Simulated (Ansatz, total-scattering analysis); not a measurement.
**From S(Q) to neighbour shells**

The sample: formic acid (18 formic acid; O 40.0, C 20.0, H 40.0 atom %) at 310 K, fixed volume (mean pressure 0.6 GPa), ρ₀ = 0.0798 Å⁻³. The data come from ab initio molecular dynamics with Ansatz (revPBE-D3(BJ), plane waves, PAW default files, Langevin thermostat, no spin, fixed volume, H with the mass of D). The average runs over 0.60 ps of 90 atoms, so shells between rare elements are rough. Mean temperature 319 K, largest m.s.d. 0.77 Å², energy drift -1 meV an atom (last third less first, no steady trend), Langevin friction 10 ps⁻¹; the first quarter of the run is discarded. Start: last frame of a classical run of this cell at the same density and temperature. So short a stretch relaxes bonds and nearest shells but still remembers its start. It is a liquid that moves slowly on the time of the run as far as so short a run tells.

The totals are in Faber–Ziman form. Below 4 Å⁻¹ the partials are summed on the cell's own reciprocal vectors (from 0.60 Å⁻¹) and folded with a Gaussian of σ = 0.13 Å⁻¹; above it they are transforms of g(r) out to 7.1 Å, tapered over the last 40 %. The fold lowers sharp peaks, and with so few vectors their positions are good to about 0.1 Å⁻¹. X-rays take neutral-atom form factors, neutrons coherent lengths (O 5.8037, C 6.6472, H 6.6681 fm). Hydrogen is taken as deuterium. G(r) = 4πrρ₀[g(r) − 1] carries the resolution of a Lorch-windowed transform up to 20 Å⁻¹. The patterns are simulated, not measured. The cell is small: beyond half the box only the part of each shell inside it is counted, and low-Q values rest on few vectors.

```csv
Q (Å⁻¹),X-ray,neutron
0.6,-0.22,0.19
0.9,-0.07,0.31
1.2,0.36,0.65
1.5,1.12,1.18
1.8,1.88,1.82
2.1,1.66,1.52
2.4,1.25,1.06
2.7,0.73,0.80
3.0,0.71,0.82
3.3,0.59,0.76
3.6,0.72,0.82
3.9,0.83,0.87
4.2,0.90,0.87
4.5,0.81,0.83
4.8,0.75,0.78
5.1,0.88,0.80
5.4,1.10,0.91
5.7,1.27,1.01
6.0,1.33,1.08
6.3,1.29,1.11
6.6,1.18,1.14
6.9,1.08,1.17
7.2,1.02,1.19
7.5,0.95,1.14
7.8,0.89,1.06
8.1,0.84,0.97
8.4,0.83,0.93
8.7,0.86,0.92
9.0,0.91,0.93
9.3,0.95,0.95
9.6,0.98,0.96
9.9,1.00,0.96
10.2,1.02,0.97
10.5,1.04,0.98
10.8,1.07,0.99
11.1,1.11,1.00
11.4,1.13,1.01
11.7,1.12,1.01
12.0,1.08,1.01
```

G(r):

```csv
r (Å),X-ray,neutron
0.6,-0.45,-0.59
0.7,-0.51,-0.75
0.8,-0.61,-0.55
0.9,-0.91,0.30
1.0,-0.79,1.45
1.1,0.74,2.12
1.2,2.98,1.87
1.3,3.57,0.97
1.4,1.62,-0.11
1.5,-0.76,-0.92
1.6,-1.74,-1.27
1.7,-1.64,-1.19
1.8,-1.46,-0.71
1.9,-1.55,-0.09
2.0,-1.53,0.14
2.1,-0.98,-0.19
2.2,-0.16,-0.67
2.3,-0.02,-0.89
2.4,-0.83,-1.00
2.5,-1.56,-1.17
2.6,-1.53,-1.18
2.7,-1.21,-0.90
2.8,-1.10,-0.59
2.9,-1.06,-0.49
3.0,-0.83,-0.53
3.1,-0.41,-0.49
3.2,0.16,-0.25
3.3,0.71,0.11
3.4,1.06,0.43
3.5,1.17,0.64
3.6,1.06,0.70
3.7,0.85,0.64
3.8,0.62,0.52
3.9,0.45,0.41
4.0,0.29,0.33
4.1,0.18,0.29
4.2,0.20,0.34
4.3,0.32,0.45
4.4,0.38,0.51
4.5,0.38,0.47
4.6,0.34,0.38
4.7,0.30,0.31
4.8,0.24,0.23
4.9,0.17,0.12
5.0,0.10,-0.01
5.1,0.06,-0.09
5.2,0.00,-0.09
5.3,-0.10,-0.08
5.4,-0.22,-0.12
5.5,-0.31,-0.20
5.6,-0.29,-0.24
5.7,-0.20,-0.19
5.8,-0.11,-0.08
5.9,-0.04,0.00
6.0,0.06,0.05
```

Q: Assign the low-r maxima. Which coordination numbers can be read off, and what are they?

Each pair enters with the weight ci cj fi fj (2 − δij)/⟨f⟩², taking f = Z for X-rays at Q = 0: O–O 0.44 / 0.14; O–C 0.33 / 0.15; O–H 0.11 / 0.31; H–H 0.01 / 0.18; C–H 0.04 / 0.18; C–C 0.06 / 0.04 (X-ray / neutron).

| radiation | maximum (Å) | G (Å⁻²) | pairs that make it (share of the curvature of G, each pair at the same resolution) |
| --- | --- | --- | --- |
| X-ray | 1.27 | 3.69 | O–C 100 % |
| X-ray | 2.26 | 0.06 | O–O 100 % |
| X-ray | 3.49 | 1.17 | O–C 91 % |
| neutron | 1.12 | 2.15 | C–H 86 %, O–H 14 %, merged with O–C at 1.23 Å, share not resolved |
| neutron | 1.99 | 0.16 | O–H 67 %, C–H 33 % |
| neutron | 3.59 | 0.70 | O–C 25 %, H–H 22 %, C–C 21 %, C–H 16 % |
| neutron | 4.41 | 0.52 | O–H 64 %, C–C 29 % |

The first shell (O–H, 1.00 Å) shares its range with C–H (1.10 Å) and O–C (1.23 Å), so its area is a weighted sum. The maxima can be assigned, but 2 totals can't separate 6 partials, so the counts below come from the model itself.

From the coordinates:

```csv
pair,first peak (Å),g there,first minimum (Å),g there,neighbours,kind
O–H,1.00,12.6,1.26,0.01,"0.5 H per O, 0.5 O per H",within molecules
C–H,1.10,22.4,1.42,0.00,"1.0 H per C, 0.5 C per H",within molecules
O–C,1.23,21.0,1.58,0.01,"1.0 C per O, 2.0 O per C",within molecules
O–O,2.27,4.2,2.48,0.29,1.0,within molecules
H–H,2.84,2.8,3.27,1.07,3.7,41 % within molecules at the peak
C–C,3.77,2.1,5.52,0.77,10.7,between molecules
```

Distances within molecules give the sharpest pair functions, and with hydrogen they rule the neutron S(Q) at high Q: O–H 1.00 Å, C–H 1.10 Å, O–C 1.23 Å and O–O 2.27 Å (first peaks only). On the last frame 94 % of the H on O, N or F point at an acceptor of another molecule or at an anion within hydrogen-bond range (2.35 Å to O, N, F; 2.85 Å to Cl, Br, I).

[Logs are printed without paths, hosts, clocks, repeated set-up lines and the standing remarks that a program may print on its own settings, such as how far it seeks lower states.]
